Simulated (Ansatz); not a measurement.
# BeMoS3 (built on the sites of a database entry of BaMoO3): following an unstable mode

Wanted: the energy along a soft mode of BeMoS3 (built on the sites of a database entry of BaMoO3) and the structure at the end.

Main program and level: Ansatz 0.2.0; DFT PBEsol, scalar-relativistic, plane waves, PAW.

The structure was built from a prototype and need not be the compound's stable phase.

### Step 1. The starting structure

It takes space group Pm-3m (No. 221, cubic). Conventional cell: a = 4.621 Å, b = 4.621 Å, c = 4.621 Å, α = 90.00°, β = 90.00°, γ = 90.00°. Be has 12 S at 3.27 Å nearest. Mo has 6 S at 2.31 Å nearest. Nearest to S lie 2 Mo at 2.31 Å. Farther neighbours and most contacts between anions are not listed.

### Step 2. Response at finite wavevector

The cell comes from relaxations at this level that are not shown. Stability and thermal properties need the whole zone. Linear response on a 2×2×2 q mesh gives force constants as far as a supercell of that size would.

The input, input.yaml:

```yaml
crystal:
  lattice:
    - [4.6206887221, 0.0, 0.0]
    - [0.0, 4.6206887221, 0.0]
    - [0.0, 0.0, 4.6206887221]
  atoms:
    - { symbol: Be, position: [0.5, 0.5, 0.5] }
    - { symbol: Mo, position: [0.0, 0.0, 0.0] }
    - { symbol: S, position: [0.0, 0.5, 0.0] }
    - { symbol: S, position: [0.0, 0.0, 0.5] }
    - { symbol: S, position: [0.5, 0.0, 0.0] }
kpoints:
  mp_grid: { grid: [6, 6, 6] }
hamiltonian:
  xc: pbesol
scf:
  occupations: { method: methfessel_paxton, width: 0.15 }
output:
  eigenvalues: true
phonons:
  method: dfpt
  qmesh: [2, 2, 2]
  temperatures: { t_max: 1000, t_step: 50 }
  qpath:
    path:
      - [[0.0, 0.0, 0.0], [0.0, 0.5, 0.0], [0.5, 0.5, 0.0], [0.0, 0.0, 0.0], [0.5, 0.5, 0.5], [0.0, 0.5, 0.0]]
      - [[0.5, 0.5, 0.5], [0.5, 0.5, 0.0]]
    npoints: 10
```

Launch:

```sh
> ansatz run input.yaml --threads 8 --pin off --max-ram 14336MiB --backend cpu --events-out ev --progress --plain --runs-dir out
```

Numbers of over 12 decimals in the logs are rounded to 6 here.

Output:

```text
Engine: ansatz 0.2.0, x86_64-unknown-linux-gnu
Pseudopotentials: kind: paw
Pseudopotential: Be, paw, valence charge 2, recommended cutoff 420 eV (normal), Be.paw.azcp
Pseudopotential: Mo, paw, valence charge 14, recommended cutoff 420 eV (normal), Mo.paw.azcp
Pseudopotential: S, paw, valence charge 6, recommended cutoff 420 eV (normal), S.paw.azcp
Functional definition: PBEsol
  exchange = pbesol_x
  correlation = pbesol_c
Crystal: 5 atoms, lattice volume = 98.655 Å³
Basis set: ecut = 420 eV, 1935 PW (Γ), exchange–correlation on 64×64×64 points (8 copies of the dense FFT grid, shifted against one another)
Bands: 22, of which v1, the nominal top of the filled ones, is band 17 counted from 1 (16 counted from 0)
Symmetry: 48 space group operations
k-points: 20 of 216
Non-local potential: Be, projectors of the file, l = 0: 2, l = 1: 2, l = 2: 1
Non-local potential: Mo, projectors of the file, l = 0: 3, l = 1: 2, l = 2: 2, l = 3: 1
Non-local potential: S, projectors of the file, l = 0: 2, l = 1: 2, l = 2: 2
PAW form: soft (Blöchl's): semilocal exchange-correlation on the pseudo side does not see the compensation charge
PAW frozen core: Be, regenerated for the run's functional, and the local potential with it (the file was generated under x = pbe(κ = 0.804, μ = 0.219515), c = pbe(β = 0.066725))
PAW frozen core: Mo, regenerated for the run's functional, and the local potential with it (the file was generated under x = pbe(κ = 0.804, μ = 0.219515), c = pbe(β = 0.066725))
PAW frozen core: S, regenerated for the run's functional, and the local potential with it (the file was generated under x = pbe(κ = 0.804, μ = 0.219515), c = pbe(β = 0.066725))
PAW one-centre angular grid: Be, 110 points (default); XC on 64 Gauss nodes
PAW one-centre angular grid: Mo, 590 points (default); XC on 64 Gauss nodes
PAW one-centre angular grid: S, 110 points (default); XC on 64 Gauss nodes
Initial density: superposition of atomic densities (neutral atoms: chi_scale 0, normalization atom), corrected by the library's trained network
Initial wavefunctions: pseudopotential atomic-orbital guess
Functional: x = pbesol(κ = 0.804, μ = 0.123457), c = pbesol(β = 0.046)
SCF iter   1: F=—  HF=-7640.298257 eV  |F-HF|=—  |Δ(HF+E_count)|=         —  Δρ=4.25e-3  dr2=4.48e-2  ethr=1.77e-3  ⟨swp⟩=6.8  Hψ=4775  notcnv=0
automatic band count: the SCF goes on with 27 bands, as 22 were too few: they end inside the smearing window of the response
preconditioner: auto → Kerker (q_TF=auto, 2.284 Å⁻¹)  [metal: Δε(μ)=0.025 eV  Ē_g=9.166 eV  σ=0.150 eV  W_gap=0.14  n_scr=18 (ndim 8)  ℏωp=19.1 eV  f_vac=0.000  D(μ)=5.06/eV (n_scr^D=56)]
SCF iter   2: F=—  HF=-7640.293946 eV  |F-HF|=—  |Δ(HF+E_count)|=   4.31e-3  S|Δr|=    0.00e0  Δρ=2.79e-3  dr2=2.20e-2  ethr=1.32e-4  ⟨swp⟩=1.0  Hψ=700  notcnv=0
preconditioner: auto → Resta (q_TF=auto, 2.284 Å⁻¹)  ε∞=5.3  [insulator: Δε(μ)=0.163 eV  Ē_g=9.156 eV  σ=0.150 eV  W_gap=0.55  n_scr=18 (ndim 8)  ℏωp=19.1 eV  f_vac=0.000  D(μ)=5.13/eV (n_scr^D=56)  ε∞_Penn≈5.3]
SCF iter   3: F=—  HF=-7640.290170 eV  |F-HF|=—  |Δ(HF+E_count)|=   3.78e-3  S|Δr|=    0.00e0  Δρ=5.94e-4  dr2=4.37e-4  ethr=6.46e-5  ⟨swp⟩=1.4  Hψ=503  notcnv=0
SCF iter   4: F=—  HF=-7640.290096 eV  |F-HF|=—  |Δ(HF+E_count)|=   7.39e-5  S|Δr|=    0.00e0  Δρ=2.13e-4  dr2=7.40e-5  ethr=1.29e-6  ⟨swp⟩=2.4  Hψ=687  notcnv=0
SCF iter   5: F=—  HF=-7640.290083 eV  |F-HF|=—  |Δ(HF+E_count)|=   1.26e-5  S|Δr|=    0.00e0  Δρ=3.50e-5  dr2=1.81e-6  ethr=2.18e-7  ⟨swp⟩=1.6  Hψ=506  notcnv=0
SCF iter   6: F=—  HF=-7640.290082 eV  |F-HF|=—  |Δ(HF+E_count)|=   1.39e-6  S|Δr|=    0.00e0  Δρ=6.23e-6  dr2=2.64e-8  ethr=5.32e-9  ⟨swp⟩=2.6  Hψ=756  notcnv=0
SCF iter   7: F=—  HF=-7640.290082 eV  |F-HF|=—  |Δ(HF+E_count)|=   3.77e-9  S|Δr|=    0.00e0  Δρ=1.60e-6  dr2=4.12e-9  ethr=7.78e-11  ⟨swp⟩=2.5  Hψ=807  notcnv=0
SCF iter   8: F=—  HF=-7640.290082 eV  |F-HF|=—  |Δ(HF+E_count)|=  6.46e-11  S|Δr|=    0.00e0  Δρ=4.60e-7  dr2=2.95e-10  ethr=1.21e-11  ⟨swp⟩=1.2  Hψ=537  notcnv=0
SCF iter   9: F=-7640.290082 eV  HF=-7640.290082 eV  |F-HF|=3.64e-12  |Δ(HF+E_count)|=  4.55e-11  S|Δr|=    0.00e0  Δρ=3.94e-8  dr2=1.57e-12  ethr=1.00e-12  ⟨swp⟩=8.3  Hψ=2876  notcnv=0
SCF 1 converged in 9 iterations: F = -7640.290082 eV  dr2 = 1.57e-12
  greatest PAW one-centre occupation: 0.999 electrons in one spin orbital (limit 2), on the Mo atom at site 1 (counted from 0), in its partial waves of l = 0
Initial density: read from a saved state, or passed on in memory by an earlier SCF of this step, an earlier step, the calling program or the single point that the run made first
iter 1 solved again at ethr=2.18e-7 eV; its pass at ethr=3.10e-3 eV (dr2=7.41e-5 eV) is discarded
SCF iter   1: F=—  HF=-7640.290078 eV  |F-HF|=—  |Δ(HF+E_count)|=         —  Δρ=7.88e-7  dr2=8.85e-10  ethr=2.18e-7  ⟨swp⟩=3.0  Hψ=3317  notcnv=0
eigensolver tolerance schedule: the retry pair's looser diagonalisation over-reported the residual by 83698.06 of it (diagonalisation noise at an unbounded share of the residual, at the tolerance the schedule requests for it); recorded, not acted on — ethr = c·dr2/N_el stays at c = 1.0e-1
preconditioner: auto → Resta (q_TF=auto, 2.284 Å⁻¹)  ε∞=8.4  [insulator: Δε(μ)=0.137 eV  Ē_g=7.028 eV  σ=0.150 eV  W_gap=0.52  n_scr=18 (ndim 8)  ℏωp=19.1 eV  f_vac=0.000  D(μ)=5.22/eV (n_scr^D=56)  ε∞_Penn≈8.4]
SCF iter   2: F=—  HF=-7640.290082 eV  |F-HF|=—  |Δ(HF+E_count)|=   3.49e-6  S|Δr|=    0.00e0  Δρ=4.11e-7  dr2=2.83e-10  ethr=2.60e-12  ⟨swp⟩=3.5  Hψ=1138  notcnv=0
SCF iter   3: F=—  HF=-7640.290082 eV  |F-HF|=—  |Δ(HF+E_count)|=  2.00e-11  S|Δr|=    0.00e0  Δρ=2.64e-7  dr2=1.11e-10  ethr=1.00e-12  ⟨swp⟩=1.0  Hψ=440  notcnv=0
SCF iter   4: F=—  HF=-7640.290082 eV  |F-HF|=—  |Δ(HF+E_count)|=  6.37e-12  S|Δr|=    0.00e0  Δρ=1.00e-7  dr2=1.29e-11  ethr=1.00e-12  ⟨swp⟩=1.0  Hψ=440  notcnv=0
SCF iter   5: F=-7640.290082 eV  HF=-7640.290082 eV  |F-HF|=1.82e-12  |Δ(HF+E_count)|=  2.73e-12  S|Δr|=    0.00e0  Δρ=1.34e-8  dr2=3.13e-13  ethr=1.00e-12  ⟨swp⟩=2.7  Hψ=895  notcnv=0
SCF 2 converged in 5 iterations: F = -7640.290082 eV  dr2 = 3.13e-13
phonons: the bands overlap, so this run is a metal and interpolates without the dipole-dipole term. If the crystal is really an insulator or semiconductor, its LO-TO splitting is missing
NSCF: frozen V_eff on 20 k-points
NSCF: frozen V_eff on 64 k-points
DFPT response loops at q = (0, 0, 0) (fractional): preconditioner auto → Kerker (q_TF=auto, 2.284 Å⁻¹) (partly filled bands, converged f_vac=0.000); β = 1.00, the filter's whole step (`scf.mixing.beta` (0.50) is not read by the response loops under this deck's `scf.mixing.preconditioner`; to damp them name `kerker` or `kerker_dos`, under which they read `scf.mixing.beta`, and type it under 1.00, their step now; both keys bind the ground state too); Broyden in place of MSR1
NSCF: frozen V_eff on 128 k-points
DFPT response loops at q = (0, 0, -0.5) (fractional): mixed as the last ones told, above
NSCF: frozen V_eff on 128 k-points
DFPT response loops at q = (0, -0.5, -0.5) (fractional): mixed as the last ones told, above
NSCF: frozen V_eff on 128 k-points
DFPT response loops at q = (-0.5, -0.5, -0.5) (fractional): mixed as the last ones told, above
SCF converged after 9 iterations
Stability not checked: this state was not tested for a lower state beside it, because cold or Methfessel-Paxton smearing, or corrected tetrahedra, fill the levels in a way that the test cannot read (fill_not_monotonic; see scf.lower_state_search)
Free energy (F): -7640.290082 eV
Harris-Foulkes:  -7640.290082 eV  (|F-HF|=3.64e-12)
Internal energy: -7640.282163 eV  (E = F + TS)
E sigma→0 (E₀):  -7640.288102 eV
Entropy (-TS):   -0.007919 eV (-1.584 meV/atom)
Fermi energy:    7.026543 eV
--- Per-component energies (eV) ---
  E_band       = -237.076610
  E_kinetic    = 773.316236
  E_local      = -2304.886824  (includes V_loc(G=0)·N_el)
  E_nonlocal   = 235.273143
  E_hartree    = 862.695149
  E_xc         = -485.659378
  E_vxc        = -505.349863  (∫ρ·V_xc dr)
  E_paw        = -4953.038154  (= ΣΔE_a)
  E_vpaw       = -160.819622  (= ΣTr[D̂ρ^β])
  E_aug_tail   = 0.000037  (compensation charges beyond the density's cutoff)
  E_ewald      = -1768.387049
  E_core_change = 0.404679  (= ΣΔE_core)
  E_smearing   = -0.007919  (= −TS)
  E_closure    = 0.000000  (closes the sum)
  Σ components = -7640.290082   (vs F -7640.290082, Δ=0.00e0)
--- Band table (eV; the first three rows and the last of 20) ---
  k-point 0: bands = [... 13 lower, 5.6641, 5.6641, 5.6641, 5.9219, 6.3097, 6.3097, 6.3097, 7.7624, ... 6 higher]
  k-point 1: bands = [... 13 lower, 5.3612, 5.4928, 6.0810, 6.0810, 6.6207, 6.9124, 6.9124, 7.7810, ... 6 higher]
  k-point 2: bands = [... 13 lower, 5.1893, 5.3862, 6.1796, 6.1796, 7.6349, 7.8081, 7.9547, 7.9547, ... 6 higher]
  k-point 19: bands = [... 13 lower, 5.6735, 7.2819, 7.2819, 7.2819, 8.2449, 8.2449, 8.2449, 12.3616, ... 6 higher]
--- Phonons (Γ-DFPT): 4 representative perturbations + reference (Σ response iterations 12) ---
  ASR residual: 1.424e-4 → 0.000e0 eV/Å²; symmetrization residual: 1.864e-6 eV/Å²
  ASR residual per site (eV/Å²): 1.42e-4 4.36e-5 2.90e-5 2.90e-5 2.90e-5
  Γ frequencies (cm⁻¹): -282.68 -282.68 -282.68 -113.42 -113.42 -113.42 -42.19 -42.19 -42.19 0.00 0.00 0.00 385.14 385.14 385.14
--- Phonons (arbitrary-q DFPT): 4 irreducible q on the 2×2×2 mesh ---
  q = [0.0000, 0.0000, 0.0000] (star 1, of the zone-centre solve; hermiticity 2.57e-7, symmetrization 1.11e-13): -282.68 -282.68 -282.68 -113.42 -113.42 -113.42 -42.19 -42.19 -42.19 -0.00 -0.00 0.00 385.14 385.14 385.14
  q = [0.0000, 0.0000, -0.5000] (star 3, 9 solved perturbations in 504 linear systems a pass and spin channel, the states on 64 of 216 k-point pairs; hermiticity 3.95e-7, symmetrization 5.55e-8): -247.61 -247.61 -226.40 -152.97 -152.97 -117.84 -53.21 -53.21 63.03 104.84 121.45 121.45 366.72 366.72 453.43
  q = [0.0000, -0.5000, -0.5000] (star 3, 9 solved perturbations in 504 linear systems a pass and spin channel, the states on 64 of 216 k-point pairs; hermiticity 1.51e-7, symmetrization 2.62e-8): -291.07 -291.07 -242.47 -199.47 -81.63 66.05 66.05 70.29 70.29 154.40 154.40 193.65 341.36 345.14 489.53
  q = [-0.5000, -0.5000, -0.5000] (star 1, 4 solved perturbations in 184 linear systems a pass and spin channel, the states on 64 of 216 k-point pairs; hermiticity 2.86e-8, symmetrization 1.73e-8): -264.13 -264.13 -264.13 -201.97 -201.97 -201.97 86.88 86.88 86.88 207.16 207.16 207.16 309.74 309.74 522.22
  sum rule: each row above includes the acoustic sum rule's correction from the zone centre's row sums; it moved no ω² by more than (2.07 cm⁻¹)²
  mesh force constants: q→R imaginary residual 5.58e-18; ASR residual 1.424e-4 → 0.000e0 eV/Å²; symmetrization residual 2.132e-14 eV/Å²
  interpolated dispersion: 62 rows × 15 modes
  density of states and harmonic sums: on the 14×14×14 q-mesh, interpolated from the force constants of a 2×2×2 supercell (no non-analytic term)
  largest difference from the sums on the solved wave vectors: F 3.10e-2 eV, S 4.13e-5 and C_V 1.03e-5 eV/K
  zero-point energy: 0.108106 eV/cell   skipped modes (ω ≤ 0): 843, of them read as no rigid motion or as one in doubt: 840 (7.004e0 modes/cell left out, lowest -291.07 cm⁻¹)   left out of the sums: 4.67e-1 of the cell's modes: C_V's classical limit lies that fraction below 3 k_B per atom; for a crystal, a wire or a layer, F and S can be off by more, and a phonons.interpolated_qmesh denser along its periods is the remedy for the sampling
```

Run time: 35 s. Hardware: 8 threads of Intel Xeon Platinum 8559C (Emerald Rapids), shared host; peak memory 0.89 GiB; 3.7 min of CPU time.

This step gave:

| Quantity | Value |
| --- | --- |
| volume per atom | 19.73 Å³ |
| gap on the k-mesh | 0 eV |
| sum-rule residual before enforcement | 1.42e-4 eV/Å² |
| lowest frequency on the path | -291.1 cm⁻¹ |
| point group | m-3m |
| highest frequency on the path or at a solved wavevector | 522.2 cm⁻¹ |
| highest optical mode at the zone centre (no LO-TO term) | 385.1 cm⁻¹ |
| lowest optical zone-centre mode | -282.7 cm⁻¹ |
| lowest mode on the q mesh (acoustic modes at Γ apart) | -291.1 cm⁻¹ |

Frequencies (cm⁻¹) solved at each irreducible wavevector; negative means imaginary. Frequencies by wavevector, by row:

| q in reciprocal lattice units | star | mode 1 | mode 2 | mode 3 | mode 4 | mode 13 | mode 14 | mode 15 |
| --- | --- | --- | --- | --- | --- | --- | --- | --- |
| 0 0 0 | 1 | -282.7 | -282.7 | -282.7 | -113.4 | 385.1 | 385.1 | 385.1 |
| 0 0 -0.5 | 3 | -247.6 | -247.6 | -226.4 | -153 | 366.7 | 366.7 | 453.4 |
| 0 -0.5 -0.5 | 3 | -291.1 | -291.1 | -242.5 | -199.5 | 341.4 | 345.1 | 489.5 |
| -0.5 -0.5 -0.5 | 1 | -264.1 | -264.1 | -264.1 | -202 | 309.7 | 309.7 | 522.2 |

Interpolated from a 2×2×2 q mesh. The phonon branches at the labelled points (cm⁻¹):

| point | branch 1 | branch 2 | branch 3 | branch 4 | branch 12 | branch 13 | branch 14 | branch 15 |
| --- | --- | --- | --- | --- | --- | --- | --- | --- |
| Γ | -283 | -283 | -283 | -113 | 0 | 385 | 385 | 385 |
| halfway | -267 | -267 | -256 | -123 | 87 | 376 | 376 | 418 |
| X | -248 | -248 | -226 | -153 | 121 | 367 | 367 | 453 |
| halfway | -273 | -268 | -245 | -166 | 174 | 355 | 359 | 469 |
| M | -291 | -291 | -242 | -200 | 194 | 341 | 345 | 490 |
| halfway | -277 | -257 | -252 | -149 | 146 | 366 | 370 | 440 |
| Γ | -283 | -283 | -283 | -113 | 0 | 385 | 385 | 385 |
| halfway | -268 | -268 | -254 | -160 | 148 | 357 | 357 | 462 |
| R | -264 | -264 | -264 | -202 | 207 | 310 | 310 | 522 |
| halfway | -271 | -266 | -260 | -174 | 180 | 342 | 344 | 486 |
| X | -248 | -248 | -226 | -153 | 121 | 367 | 367 | 453 |
| jump to R | -264 | -264 | -264 | -202 | 207 | 310 | 310 | 522 |
| halfway | -278 | -278 | -254 | -201 | 201 | 327 | 328 | 505 |
| M | -291 | -291 | -242 | -200 | 194 | 341 | 345 | 490 |

Symmetry leaves 4 wavevectors to solve. The lowest mode among them, the acoustic zeros apart, lies at q = (0, -0.5, -0.5) and is imaginary, 291.1i cm⁻¹, so the energy falls along it.

### Step 3. The mode frozen in, largest atomic shift 0 Å

The mode followed lies at Γ with frequency 282.7i cm⁻¹ and is 3-fold degenerate, one of the unstable modes though not the softest. At small amplitude the distorted cell has space group no. 160 by a symmetry search on the positions. The undistorted cell that holds it gives the zero of energy on the same k mesh.

input.yaml, the sections that differ from step 2:

```yaml
output:
  forces: true
  stress: true
  eigenvalues: true
# crystal, kpoints, hamiltonian, scf: as in step 2
# phonons: removed
```

Output:

```text
[...]
Crystal: 5 atoms, lattice volume = 98.655 Å³
Basis set: ecut = 420 eV, 1935 PW (Γ), exchange–correlation on 64×64×64 points (8 copies of the dense FFT grid, shifted against one another)
Bands: 22, of which v1, the nominal top of the filled ones, is band 17 counted from 1 (16 counted from 0)
Symmetry: 48 space group operations
[...]
k-points: 20 of 216
[...]
k-point 0: bands = [... 13 lower, 5.6642, 5.6642, 5.6642, 5.9219, 6.3097, 6.3097, 6.3097, 7.7625, ... 1 higher]
  k-point 1: bands = [... 13 lower, 5.3612, 5.4929, 6.0810, 6.0810, 6.6207, 6.9125, 6.9125, 7.7811, ... 1 higher]
  k-point 2: bands = [... 13 lower, 5.1893, 5.3862, 6.1796, 6.1796, 7.6349, 7.8082, 7.9547, 7.9547, ... 1 higher]
  k-point 19: bands = [... 13 lower, 5.6735, 7.2819, 7.2819, 7.2819, 8.2449, 8.2449, 8.2449, 12.3616, ... 1 higher]
[key lines of the parts left out:]
SCF converged after 6 iterations
Free energy (F): -7640.290082 eV
Fermi energy:    7.026590 eV
P = ⅓ Tr σ = 0.0067 GPa (0.067 kbar)
```

Run time: 0.47 s. Hardware: 8 threads; peak memory 0.5 GiB.

This step gave:

- pressure: 0.006653 GPa
- energy from the undistorted cell: 0 meV/atom

The run ends at a pressure of 0.01 GPa.

### Step 4. The mode frozen in, largest atomic shift 0.6 Å

The atoms are moved along the unstable eigenvector, the largest shift by 0.6 Å, with the cell fixed.

input.yaml, the sections that differ from step 3:

```yaml
crystal:
  lattice:
    - [4.6206887221, 0.0, 0.0]
    - [0.0, 4.6206887221, 0.0]
    - [0.0, 0.0, 4.6206887221]
  atoms:
    - { symbol: Be, position: [0.4250306215, 0.5749693785, 0.5749693785] }
    - { symbol: Mo, position: [-0.0028752287, 0.0028752287, 0.0028752287] }
    - { symbol: S, position: [0.0130889447, 0.4964986642, -0.0130889447] }
    - { symbol: S, position: [0.0130889447, -0.0130889447, 0.4964986642] }
    - { symbol: S, position: [0.5035013358, -0.0130889447, -0.0130889447] }
# kpoints, hamiltonian, scf, output: as in step 3
```

Output:

```text
[...]
Crystal: 5 atoms, lattice volume = 98.655 Å³
Basis set: ecut = 420 eV, 1935 PW (Γ), exchange–correlation on 64×64×64 points (8 copies of the dense FFT grid, shifted against one another)
Bands: 22, of which v1, the nominal top of the filled ones, is band 17 counted from 1 (16 counted from 0)
Symmetry: 6 space group operations
[...]
k-points: 32 of 216 (time reversal used)
[...]
k-point 0: bands = [... 13 lower, 5.5294, 5.5294, 5.6691, 5.9917, 6.3671, 6.3671, 6.7457, 7.9491, ... 1 higher]
  k-point 1: bands = [... 13 lower, 5.2723, 5.3001, 5.9811, 6.1539, 6.6051, 7.0114, 7.1424, 7.9668, ... 1 higher]
  k-point 2: bands = [... 13 lower, 4.9546, 5.3162, 6.0565, 6.2465, 7.6714, 7.9464, 8.0098, 8.1000, ... 1 higher]
  k-point 31: bands = [... 13 lower, 5.9779, 7.1126, 7.1126, 7.2939, 8.2705, 8.2705, 8.3654, 12.2781, ... 1 higher]
[key lines of the parts left out:]
SCF converged after 7 iterations
Free energy (F): -7640.910086 eV
Fermi energy:    7.060610 eV
P = ⅓ Tr σ = 0.1584 GPa (1.584 kbar)
```

The job ended after 0.66 s (8 threads; peak memory 0.48 GiB; 3.7 s of CPU time).

Numbers from this step:

```yaml
pressure: 0.1584 GPa
energy_from_the_undistorted_cell: -124.3 meV/atom
```

The energy, extrapolated to zero smearing, is -124.28 meV/atom against the undistorted cell.

The run ends at a pressure of 0.16 GPa, with forces up to 1.8 eV/Å.

### Step 5. Energy along the mode, all amplitudes (two of the runs are shown above)

An imaginary frequency means negative curvature, so the energy should fall and then rise again as anharmonic terms take over.

Numbers from this step:

| Property | Result |
| --- | --- |
| depth at the lowest point sampled | 124.3 meV/atom |
| largest atomic shift at that point | 0.6 Å |

Energy from the parent against largest atomic shift:

| largest atomic shift (Å) | energy from the parent (meV/atom) |
| --- | --- |
| 0.000 | 0 |
| 0.040 | -0.526 |
| 0.080 | -2.11 |
| 0.140 | -6.47 |
| 0.220 | -16.0 |
| 0.320 | -34.2 |
| 0.450 | -68.7 |
| 0.600 | -124 |

Displacement at unit largest shift by atom:

| atom | x (Å) | y (Å) | z (Å) | size |
| --- | --- | --- | --- | --- |
| Be1 | -0.577 | 0.577 | 0.577 | 0.999 |
| Mo2 | -0.022 | 0.022 | 0.022 | 0.038 |
| S3 | 0.101 | -0.027 | -0.101 | 0.145 |
| S4 | 0.101 | -0.101 | -0.027 | 0.145 |
| S5 | 0.027 | -0.101 | -0.101 | 0.145 |

The lowest of the steps tried is the last one, at 0.6 Å, 124 meV/atom below the parent; the bottom of the well need not coincide with a step.

(Part 1 of 3 ends here.)

[Logs are printed without paths, hosts, clocks, repeated set-up lines and the standing remarks that a program may print on its own settings, such as how far it seeks lower states.]

[Hosts, paths, dates, database ids (printed as entryN), source tags and the programs' standing remarks are cut or masked in the printed files.]
